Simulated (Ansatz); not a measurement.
# A hypothetical structure for LuZrSn3

Starting from a made-up structure for LuZrSn3, the aim is the relaxed cell, its shortest contacts and, where a second run follows, its electronic structure.

Program: Ansatz 0.2.0. Level of theory: DFT, PBE, plane-wave PAW, files of the set soft_1, scalar-relativistic, no spin, cell and ions relaxed at zero pressure; PAW set soft_1. Results are calculated unless marked as measured.

### 1. The structure

The structure is tetragonal, space group I4mm (No. 107). Conventional cell: a = 4.832 Å, b = 4.832 Å, c = 10.977 Å, α = 90.00°, β = 90.00°, γ = 90.00°. Lu has 8 Sn at 3.43 to 3.53 Å and 1 Zr at 3.71 Å nearest. Nearest to Sn lie 2 Zr at 2.73 Å and 6 Sn at 2.87 to 3.42 Å and 2 Lu at 3.43 Å. Sn has 1 Zr at 2.66 Å and 4 Sn at 2.87 Å and 4 Lu at 3.53 Å nearest. Nearest to Zr lie 5 Sn at 2.66 to 2.73 Å and 1 Lu at 3.71 Å. Farther neighbours are not listed.

### 2. Relaxing cell and atoms

The guessed cell has no reason to be at equilibrium. It is relaxed with the atoms, within the space group of the guess.

Contents of input.yaml:

```yaml
crystal:
  lattice:
    - [-2.416, 2.416, 5.4885]
    - [2.416, -2.416, 5.4885]
    - [2.416, 2.416, -5.4885]
  atoms:
    - { symbol: Lu, position: [0.9917, 0.9917, 0.0] }
    - { symbol: Sn, position: [0.7702, 0.2702, 0.5] }
    - { symbol: Sn, position: [0.2702, 0.7702, 0.5] }
    - { symbol: Sn, position: [0.4116, 0.4116, 0.0] }
    - { symbol: Zr, position: [0.6537, 0.6537, 0.0] }
kpoints:
  mp_grid: { grid: [8, 8, 8] }
scf:
  occupations: { method: fermi_dirac, width: 0.05 }
hamiltonian:
  xc: pbe
  pseudopotentials: { kind: paw, azcp: { folder: soft_1 } }
relax:
  f_tol: 0.015
  max_steps: 70
  cell: {}
output:
  forces: true
  stress: true
```

Run with:

```bash
ansatz run input.yaml --threads 4 --pin off --max-ram 8192MiB --backend cpu --events-out ev --progress --plain --runs-dir out
```

Numbers of over 12 decimals in the logs are rounded to 6 here.

Log:

```text
Engine: ansatz 0.2.0, aarch64-unknown-linux-gnu
Pseudopotentials: kind: paw
Pseudopotential: Lu, paw, valence charge 25, recommended cutoff 420 eV (normal), soft_1/Lu.paw.azcp
Pseudopotential: Sn, paw, valence charge 14, recommended cutoff 420 eV (normal), soft_1/Sn.paw.azcp
Pseudopotential: Zr, paw, valence charge 12, recommended cutoff 420 eV (normal), soft_1/Zr.paw.azcp
Functional definition: PBE
  parameter kappa = 0.804
  parameter beta = 0.066725
  exchange = pbe_x(kappa = kappa, mu = beta*pi^2/3)
  correlation = pbe_c(beta = beta)
Crystal: 5 atoms, lattice volume = 128.147 Å³
Basis set: ecut = 420 eV, 2535 PW (Γ), exchange–correlation on 90×90×90 points (8 copies of the dense FFT grid, shifted against one another)
Bands: 48, of which v1, the nominal top of the filled ones, is band 40 counted from 1 (39 counted from 0)
Symmetry: 8 space group operations
Space group: I4mm (ITA 107), of the structure as read, at distance tolerance 5.0e-5 Å
k-points: 59 of 512 (time reversal used)
Non-local potential: Lu, projectors of the file, l = 0: 3, l = 1: 2, l = 2: 2, l = 3: 3
Non-local potential: Sn, projectors of the file, l = 0: 2, l = 1: 2, l = 2: 2, l = 3: 1
Non-local potential: Zr, projectors of the file, l = 0: 3, l = 1: 2, l = 2: 2, l = 3: 1
PAW form: soft (Blöchl's): semilocal exchange-correlation on the pseudo side does not see the compensation charge
PAW one-centre angular grid: Lu, 590 points (default); XC on 64 Gauss nodes
PAW one-centre angular grid: Sn, 590 points (default); XC on 64 Gauss nodes
PAW one-centre angular grid: Zr, 590 points (default); XC on 64 Gauss nodes
Initial density: superposition of atomic densities (chi_scale 0.1, normalization cell, long waves kept (reshape's long-wave potential 0.01 eV rms))
Initial wavefunctions: pseudopotential atomic-orbital guess
Functional: x = pbe(κ = 0.804, μ = 0.219515), c = pbe(β = 0.066725)
SCF iter   1: F=—  HF=-36992.474054 eV  |F-HF|=—  |Δ(HF+E_count)|=         —  Δρ=7.33e-2  dr2=2.35e1  ethr=3.10e-3  ⟨swp⟩=8.2  Hψ=11908  notcnv=0  defer=8
preconditioner: auto → Kerker (q_TF=auto, 2.517 Å⁻¹)  [metal: Δε(μ)=0.037 eV  Ē_g=13.802 eV  σ=0.050 eV  W_gap=0.18  n_scr=32 (ndim 8)  ℏωp=26.0 eV  f_vac=0.000  D(μ)=5.45/eV (n_scr^D=36)]
SCF iter   2: F=—  HF=-36989.877076 eV  |F-HF|=—  |Δ(HF+E_count)|=    2.60e0  Δρ=3.62e-2  dr2=6.33e0  ethr=3.10e-3  ⟨swp⟩=4.8  Hψ=6992  notcnv=0  defer=98
SCF iter   3: F=—  HF=-36989.292320 eV  |F-HF|=—  |Δ(HF+E_count)|=   5.85e-1  Δρ=1.68e-2  dr2=5.19e-1  ethr=3.10e-3  ⟨swp⟩=4.1  Hψ=6721  notcnv=0  defer=91
SCF iter   4: F=—  HF=-36988.784969 eV  |F-HF|=—  |Δ(HF+E_count)|=   5.07e-1  Δρ=5.78e-3  dr2=9.94e-2  ethr=6.57e-4  ⟨swp⟩=4.1  Hψ=9090  notcnv=0  defer=88
SCF iter   5: F=—  HF=-36988.767617 eV  |F-HF|=—  |Δ(HF+E_count)|=   1.74e-2  Δρ=2.72e-3  dr2=9.08e-3  ethr=1.26e-4  ⟨swp⟩=4.0  Hψ=6431  notcnv=0  defer=86
SCF iter   6: F=—  HF=-36988.765184 eV  |F-HF|=—  |Δ(HF+E_count)|=   2.43e-3  Δρ=6.94e-4  dr2=5.76e-4  ethr=1.15e-5  ⟨swp⟩=3.0  Hψ=6446  notcnv=0  defer=86
SCF iter   7: F=—  HF=-36988.765198 eV  |F-HF|=—  |Δ(HF+E_count)|=   1.37e-5  Δρ=2.25e-4  dr2=1.48e-4  ethr=7.29e-7  ⟨swp⟩=2.6  Hψ=5256  notcnv=0  defer=86
SCF iter   8: F=—  HF=-36988.765154 eV  |F-HF|=—  |Δ(HF+E_count)|=   4.36e-5  Δρ=1.25e-4  dr2=3.18e-5  ethr=1.87e-7  ⟨swp⟩=2.0  Hψ=4994  notcnv=0  defer=86
SCF iter   9: F=—  HF=-36988.765066 eV  |F-HF|=—  |Δ(HF+E_count)|=   8.80e-5  Δρ=4.88e-5  dr2=5.77e-6  ethr=4.03e-8  ⟨swp⟩=2.4  Hψ=5194  notcnv=0  defer=86
SCF iter  10: F=—  HF=-36988.765065 eV  |F-HF|=—  |Δ(HF+E_count)|=   1.12e-6  Δρ=1.77e-5  dr2=5.83e-7  ethr=7.31e-9  ⟨swp⟩=2.1  Hψ=4902  notcnv=0  defer=86
SCF iter  11: F=-36988.765065 eV  HF=-36988.765065 eV  |F-HF|=4.30e-8  |Δ(HF+E_count)|=   2.12e-7  Δρ=4.36e-6  dr2=3.58e-8  ethr=1.27e-10  ⟨swp⟩=7.0  Hψ=16544  notcnv=0
SCF 1 converged in 11 iterations: F = -36988.765065 eV  dr2 = 3.58e-8
  greatest PAW one-centre occupation: 0.998 electrons in one spin orbital (limit 2), on the Lu atom at site 0 (counted from 0), in its partial waves of l = 0
relax step   1: F+E_penalty+E_count = -36988.76506499 eV  Δ(F+E_penalty+E_count) = +0.000e0 eV  max|allowed force component| = 7.163e-1 eV/Å  Δτ_max = 0.0000 Å  P = +9.516 GPa  Ω = 128.147 Å³  (11 SCF iters, dr2 threshold 1.00e-7 eV, accepted)
Crystal: 5 atoms, lattice volume = 142.473 Å³
Basis set: ecut = 420 eV, 2807 PW (Γ), exchange–correlation on 90×90×90 points (8 copies of the dense FFT grid, shifted against one another)
Initial density: handed on by an earlier stage of this run
Initial wavefunctions: those handed on with the density
iter 1 solved again at ethr=7.48e-4 eV; its pass at ethr=3.10e-3 eV (dr2=5.91e-1 eV) is discarded
SCF iter   1: F=—  HF=-36989.378715 eV  |F-HF|=—  |Δ(HF+E_count)|=         —  Δρ=1.04e-2  dr2=5.93e-1  ethr=7.48e-4  ⟨swp⟩=1.7  Hψ=22018  notcnv=0
preconditioner: auto → Kerker (q_TF=auto, 2.473 Å⁻¹)  [metal: Δε(μ)=0.006 eV  Ē_g=14.590 eV  σ=0.050 eV  W_gap=0.03  n_scr=32 (ndim 8)  ℏωp=24.7 eV  f_vac=0.000  D(μ)=5.14/eV (n_scr^D=36)]
SCF iter   2: F=—  HF=-36989.289397 eV  |F-HF|=—  |Δ(HF+E_count)|=   8.93e-2  Δρ=4.83e-3  dr2=1.22e-1  ethr=7.48e-4  ⟨swp⟩=4.1  Hψ=4322  notcnv=0  defer=1
SCF iter   3: F=—  HF=-36989.274376 eV  |F-HF|=—  |Δ(HF+E_count)|=   1.50e-2  Δρ=2.19e-3  dr2=8.66e-3  ethr=1.54e-4  ⟨swp⟩=4.4  Hψ=6609  notcnv=0  defer=3
SCF iter   4: F=—  HF=-36989.273359 eV  |F-HF|=—  |Δ(HF+E_count)|=   1.02e-3  Δρ=1.17e-3  dr2=5.41e-3  ethr=1.10e-5  ⟨swp⟩=3.0  Hψ=8624  notcnv=0  defer=64
SCF iter   5: F=—  HF=-36989.272524 eV  |F-HF|=—  |Δ(HF+E_count)|=   8.35e-4  Δρ=8.06e-4  dr2=1.37e-3  ethr=6.85e-6  ⟨swp⟩=3.0  Hψ=6760  notcnv=0  defer=64
SCF iter   6: F=—  HF=-36989.272057 eV  |F-HF|=—  |Δ(HF+E_count)|=   4.67e-4  Δρ=2.64e-4  dr2=1.42e-4  ethr=1.74e-6  ⟨swp⟩=3.0  Hψ=6773  notcnv=0  defer=64
SCF iter   7: F=—  HF=-36989.271957 eV  |F-HF|=—  |Δ(HF+E_count)|=   1.00e-4  Δρ=8.32e-5  dr2=1.97e-5  ethr=1.79e-7  ⟨swp⟩=2.9  Hψ=6237  notcnv=0  defer=64
SCF iter   8: F=—  HF=-36989.271955 eV  |F-HF|=—  |Δ(HF+E_count)|=   2.11e-6  Δρ=4.99e-5  dr2=5.29e-6  ethr=2.50e-8  ⟨swp⟩=3.2  Hψ=6871  notcnv=0  defer=64
SCF iter   9: F=—  HF=-36989.271954 eV  |F-HF|=—  |Δ(HF+E_count)|=   4.38e-7  Δρ=2.72e-5  dr2=6.46e-7  ethr=6.70e-9  ⟨swp⟩=3.0  Hψ=7272  notcnv=0  defer=64
SCF iter  10: F=-36989.271954 eV  HF=-36989.271954 eV  |F-HF|=2.13e-7  |Δ(HF+E_count)|=   8.61e-8  Δρ=1.01e-5  dr2=1.74e-7  ethr=6.33e-10  ⟨swp⟩=6.9  Hψ=14455  notcnv=0
SCF 2 converged in 10 iterations: F = -36989.271954 eV  dr2 = 1.74e-7
[...]
SCF iter   7: F=—  HF=-36989.479331 eV  |F-HF|=—  |Δ(HF+E_count)|=   1.01e-4  Δρ=1.63e-4  dr2=3.84e-5  ethr=2.20e-7  ⟨swp⟩=3.0  Hψ=7769  notcnv=0  defer=1
SCF iter   8: F=—  HF=-36989.479326 eV  |F-HF|=—  |Δ(HF+E_count)|=   4.75e-6  Δρ=1.05e-4  dr2=1.41e-5  ethr=4.86e-8  ⟨swp⟩=2.1  Hψ=4753  notcnv=0  defer=1
SCF iter   9: F=-36989.479324 eV  HF=-36989.479324 eV  |F-HF|=7.98e-8  |Δ(HF+E_count)|=   2.34e-6  Δρ=9.40e-6  dr2=1.68e-7  ethr=6.33e-10  ⟨swp⟩=7.0  Hψ=22808  notcnv=0
SCF 3 converged in 9 iterations: F = -36989.479324 eV  dr2 = 1.68e-7
relax step   3: F+E_penalty+E_count = -36989.47932376 eV  Δ(F+E_penalty+E_count) = -2.074e-1 eV  max|allowed force component| = 3.814e-1 eV/Å  Δτ_max = 0.0777 Å  P = -0.568 GPa  Ω = 145.524 Å³  energy of the carried Pulay correction = -1.965e-3 eV  (9 SCF iters, dr2 threshold 5.00e-7 eV, accepted)
[... from here on, the SCF cycles and remarks between the steps are left out ...]
relax step   4: F+E_penalty+E_count = -36989.75075950 eV  Δ(F+E_penalty+E_count) = -2.714e-1 eV  max|allowed force component| = 2.483e-1 eV/Å  Δτ_max = 0.1522 Å  P = -0.715 GPa  Ω = 144.762 Å³  energy of the carried Pulay correction = -1.884e-3 eV  (10 SCF iters, dr2 threshold 5.00e-7 eV, accepted)
relax step   5: F+E_penalty+E_count = -36989.98811988 eV  Δ(F+E_penalty+E_count) = -2.374e-1 eV  max|allowed force component| = 1.206e-1 eV/Å  Δτ_max = 0.1237 Å  P = -0.201 GPa  Ω = 142.085 Å³  energy of the carried Pulay correction = -1.596e-3 eV  (10 SCF iters, dr2 threshold 5.00e-7 eV, accepted)
relax step   6: F+E_penalty+E_count = -36990.10442713 eV  Δ(F+E_penalty+E_count) = -1.163e-1 eV  max|allowed force component| = 1.783e-1 eV/Å  Δτ_max = 0.0537 Å  P = -0.181 GPa  Ω = 139.274 Å³  energy of the carried Pulay correction = -1.287e-3 eV  (9 SCF iters, dr2 threshold 5.00e-7 eV, accepted)
relax step   7: F+E_penalty+E_count = -36990.10771200 eV  Δ(F+E_penalty+E_count) = -3.285e-3 eV  max|allowed force component| = 4.881e-2 eV/Å  Δτ_max = 0.0301 Å  P = +0.454 GPa  Ω = 137.185 Å³  energy of the carried Pulay correction = -1.054e-3 eV  (9 SCF iters, dr2 threshold 5.00e-7 eV, accepted)
relax step   8: F+E_penalty+E_count = -36990.10665062 eV  Δ(F+E_penalty+E_count) = +1.061e-3 eV  max|allowed force component| = 4.517e-2 eV/Å  Δτ_max = 0.0264 Å  P = -0.626 GPa  Ω = 139.530 Å³  energy of the carried Pulay correction = -1.316e-3 eV  (8 SCF iters, dr2 threshold 5.00e-7 eV, rejected (line search))
relax step   9: F+E_penalty+E_count = -36990.11017504 eV  Δ(F+E_penalty+E_count) = -2.463e-3 eV  max|allowed force component| = 1.190e-2 eV/Å  Δτ_max = 0.0216 Å  P = +0.013 GPa  Ω = 138.356 Å³  energy of the carried Pulay correction = -1.185e-3 eV  (12 SCF iters, accepted)
relax step  10: F+E_penalty+E_count = -36990.14845928 eV  Δ(F+E_penalty+E_count) = -3.828e-2 eV  max|allowed force component| = 2.102e-2 eV/Å  Δτ_max = 0.0000 Å  P = +0.442 GPa  Ω = 138.356 Å³  stress off target by 1.20e0 GPa  SCF on the basis re-selected at this cell (its energy is not comparable with the rows above)  (10 SCF iters)
relax step  11: F+E_penalty+E_count = -36990.15615283 eV  Δ(F+E_penalty+E_count) = -7.694e-3 eV  max|allowed force component| = 2.076e-2 eV/Å  Δτ_max = 0.0279 Å  P = +0.168 GPa  Ω = 139.028 Å³  energy of the carried Pulay correction = -7.138e-5 eV  (8 SCF iters, dr2 threshold 5.00e-7 eV, accepted)
relax step  12: F+E_penalty+E_count = -36990.15656995 eV  Δ(F+E_penalty+E_count) = -4.171e-4 eV  max|allowed force component| = 1.644e-2 eV/Å  Δτ_max = 0.0071 Å  P = -0.018 GPa  Ω = 139.498 Å³  energy of the carried Pulay correction = -1.236e-4 eV  (7 SCF iters, dr2 threshold 2.99e-7 eV, accepted)
relax step  13: F+E_penalty+E_count = -36990.15659009 eV  Δ(F+E_penalty+E_count) = -2.014e-5 eV  max|allowed force component| = 8.237e-4 eV/Å  Δτ_max = 0.0013 Å  P = -0.004 GPa  Ω = 139.472 Å³  energy of the carried Pulay correction = -1.206e-4 eV  (7 SCF iters, dr2 threshold 1.69e-8 eV, accepted)
iter 1 solved again at ethr=1.30e-7 eV; its pass at ethr=3.10e-3 eV (dr2=1.03e-4 eV) is discarded
SCF iter   1: F=—  HF=-36990.156716 eV  |F-HF|=—  |Δ(HF+E_count)|=         —  Δρ=3.23e-5  dr2=7.58e-8  ethr=1.30e-7  ⟨swp⟩=5.7  Hψ=24602  notcnv=0
SCF iter   2: F=—  HF=-36990.156723 eV  |F-HF|=—  |Δ(HF+E_count)|=   6.92e-6  Δρ=1.67e-5  dr2=2.97e-8  ethr=9.60e-11  ⟨swp⟩=3.9  Hψ=8526  notcnv=0
SCF iter   3: F=—  HF=-36990.156725 eV  |F-HF|=—  |Δ(HF+E_count)|=   2.08e-6  Δρ=7.27e-6  dr2=5.07e-9  ethr=3.75e-11  ⟨swp⟩=3.0  Hψ=6809  notcnv=0
SCF iter   4: F=—  HF=-36990.156725 eV  |F-HF|=—  |Δ(HF+E_count)|=   4.67e-7  Δρ=1.02e-6  dr2=5.95e-10  ethr=6.41e-12  ⟨swp⟩=3.0  Hψ=5571  notcnv=0
SCF iter   5: F=—  HF=-36990.156725 eV  |F-HF|=—  |Δ(HF+E_count)|=   1.56e-9  Δρ=3.22e-7  dr2=1.67e-10  ethr=1.00e-12  ⟨swp⟩=2.7  Hψ=5472  notcnv=0
SCF iter   6: F=-36990.156725 eV  HF=-36990.156725 eV  |F-HF|=1.46e-11  |Δ(HF+E_count)|=  5.82e-11  Δρ=1.12e-7  dr2=4.97e-11  ethr=1.00e-12  ⟨swp⟩=6.2  Hψ=14828  notcnv=0
SCF 14 converged in 6 iterations: F = -36990.156725 eV  dr2 = 4.97e-11
relax step  14: F+E_penalty+E_count = -36990.15672523 eV  Δ(F+E_penalty+E_count) = -1.351e-4 eV  max|allowed force component| = 8.719e-4 eV/Å  Δτ_max = 0.0000 Å  P = -0.004 GPa  Ω = 139.472 Å³  stress off target by 4.57e-3 GPa  SCF on the basis re-selected at this cell (its energy is not comparable with the rows above)  (6 SCF iters)
basis re-selected at this cell: Δ(F+E_penalty+E_count) = -1.351e-4 eV, ΔP = -0.000 GPa vs the last step (what re-selecting the basis moved, of the pressure what is left beyond the Pulay correction that the steps carried, after the strain that the cell walked since its last selection, with what the two solves' SCF thresholds leave and, on support functions, any second-order correction that the steps lacked; it is no m [...]
SCF converged after 6 iterations
Free energy (F): -36990.156725 eV
Harris-Foulkes:  -36990.156725 eV  (|F-HF|=1.46e-11)
Internal energy: -36990.119663 eV  (E = F + TS)
E sigma→0 (E₀):  -36990.138194 eV
Entropy (-TS):   -0.037062 eV (-7.412 meV/atom)
Fermi energy:    11.519269 eV
--- Per-component energies (eV) ---
  E_band       = -429.141784
  E_kinetic    = 1237.149374
  E_local      = -12070.776380  (includes V_loc(G=0)·N_el)
  E_nonlocal   = 1189.907346
  E_hartree    = 5338.256338
  E_xc         = -739.433544
  E_vxc        = -675.659509  (∫ρ·V_xc dr)
  E_paw        = -23491.992961  (= ΣΔE_a)
  E_vpaw       = -786.275881  (= ΣTr[D̂ρ^β])
  E_aug_tail   = 0.000849  (compensation charges beyond the density's cutoff)
  E_ewald      = -8453.230684
  E_smearing   = -0.037062  (= −TS)
  E_closure    = -0.000000  (closes the sum)
  Σ components = -36990.156725   (vs F -36990.156725, Δ=0.00e0)
--- Forces (eV/Å), atoms counted from 1 ---
  atom   1  Lu    -0.00000000     0.00000000    -0.00087260
  atom   2  Sn     0.00000000     0.00000000     0.00054223
  atom   3  Sn    -0.00000000     0.00000000     0.00054223
  atom   4  Sn    -0.00000000     0.00000000    -0.00069560
  atom   5  Zr    -0.00000000     0.00000000     0.00048029
  max |Σ_I F_I| component: 3.46e-6 eV/Å
--- Stress (GPa, compression-positive) ---
       -0.004572       0.000000       0.000000
        0.000000      -0.004572       0.000000
        0.000000      -0.000000      -0.001691
  P = ⅓ Tr σ = -0.0036 GPa (-0.036 kbar)
--- Relaxed structure (12 steps of the walk, 11 accepted, 2 SCFs on fresh bases) ---
  F+E_penalty+E_count = -36990.15672523 eV   max|allowed force component| = 8.719e-4 eV/Å   (the final SCF, on the basis selected at the relaxed cell)
  cell:  # Å, volume = 139.4718 Å³
    - [-2.234402, 2.234402, 6.983990]
    - [2.234402, -2.234402, 6.983990]
    - [2.234402, 2.234402, -6.983990]
  atoms:
    - { symbol: Lu, position: [0.952197, 0.952197, 0] }
    - { symbol: Sn, position: [0.778952, 0.278952, 0.5] }
    - { symbol: Sn, position: [0.278952, 0.778952, 0.5] }
    - { symbol: Sn, position: [0.443582, 0.443582, 0] }
    - { symbol: Zr, position: [0.643717, 0.643717, 0] }
```

Run time: 3 min. Hardware: 4 threads of Arm Neoverse V1, shared host; peak memory 0.71 GiB.

Relaxation path:

```csv
step,energy less that of the first step (eV),largest force component (eV/Å),pressure (GPa),volume (Å³)
1,0.0000,0.7163,9.52,128.15
2,-0.5069,0.6430,1.09,142.47
3,-0.7143,0.3814,-0.57,145.52
4,-0.9857,0.2483,-0.71,144.76
5,-1.2231,0.1206,-0.20,142.08
6,-1.3394,0.1783,-0.18,139.27
7,-1.3426,0.0488,0.45,137.18
8,-1.3416,0.0452,-0.63,139.53
9,-1.3451,0.0119,0.01,138.36
10*,-1.3834,0.0210,0.44,138.36
11,-1.3911,0.0208,0.17,139.03
12,-1.3915,0.0164,-0.02,139.50
13,-1.3915,0.0008,0.00,139.47
14*,-1.3917,0.0009,0.00,139.47
```

Relaxation steps marked * repeat the geometry before them on a plane-wave basis chosen anew for their cell, so energy and pressure can jump there. Relaxation step 8 was tried and not accepted.

Forces are held to the 8 operations that the run works with; a distortion that breaks them can't arise in this run.

```csv
cell as run,before,after,change
a (Å),6.465,7.666,+18.6 %
b (Å),6.465,7.666,+18.6 %
c (Å),6.465,7.666,+18.6 %
α (°),136.11,146.11,+7.3 %
β (°),136.11,146.11,+7.3 %
γ (°),63.81,48.69,-23.7 %
volume (Å³/atom),25.63,27.89,+8.8 %
```

The atoms that moved most (Å, as changes of fractional coordinates times the final cell):

```csv
atom,dx,dy,dz,length
Lu1,0.000,0.000,-0.552,0.552
Sn4,0.000,0.000,0.447,0.447
Zr5,0.000,0.000,-0.139,0.139
Sn2,0.000,0.000,0.122,0.122
Sn3,0.000,0.000,0.122,0.122
```

The relaxed structure:

```xyz
5
Lattice="-2.2344 2.2344 6.9840 2.2344 -2.2344 6.9840 2.2344 2.2344 -6.9840" Properties=species:S:1:pos:R:3 pbc="T T T"
Lu    0.0000    0.0000   13.3003
Sn    0.0000    2.2344    3.8964
Sn    2.2344    0.0000    3.8964
Sn    0.0000    0.0000    6.1959
Zr    0.0000    0.0000    8.9914
```

Numbers from this step:

```
free energy             : -36990.1567 eV
energy at zero smearing : -36990.1382 eV
smearing term TS        : 0.03706 eV
Fermi energy            : 11.52 eV
electrons               : 79
symmetry operations     : 8
pressure                : -0.003612 GPa
```

Shortest distances by pair of elements, guess and relaxed (not always the same contact):

```csv
pair,guess (Å),relaxed (Å)
Sn–Zr,2.658,2.795
Sn–Sn,2.872,3.160
Lu–Sn,3.428,3.162
Lu–Zr,3.710,4.140
Lu–Lu,4.832,4.469
```

The relaxation ends with a largest force component of 8.7e-4 eV/Å and a pressure of 0.00 GPa.

### 3. Results

```yaml
space_group_relaxed: I4mm
conventional_cell: a = 4.469, b = 4.469, c = 13.968 Å; α = 90.0°, β = 90.0°, γ = 90.0°
volume_per_atom: 27.89 Å³ (guess 25.63)
```

What this shows: LuZrSn3 relaxes to I4mm with a = 4.469, b = 4.469 and c = 13.968 Å. The guessed volume was 8 % too small. The space group I4mm was held in the relaxation, so the end point is a stationary structure within it and may be a saddle against distortions or other arrangements. Mesh and cutoff weren't tested. A vector of the cell changed its length by 19 %, more than the volume shows. Spin-orbit coupling is left out, which can matter for elements this heavy. No dispersion term is used, so weakly bound directions may come out too long. Nothing here tests whether the compound is stable against decomposition.

[Logs are printed without paths, hosts, clocks, repeated set-up lines and the standing remarks that a program may print on its own settings, such as how far it seeks lower states.]

[Hosts, paths, dates, database ids (printed as entryN), source tags and the programs' standing remarks are cut or masked in the printed files.]
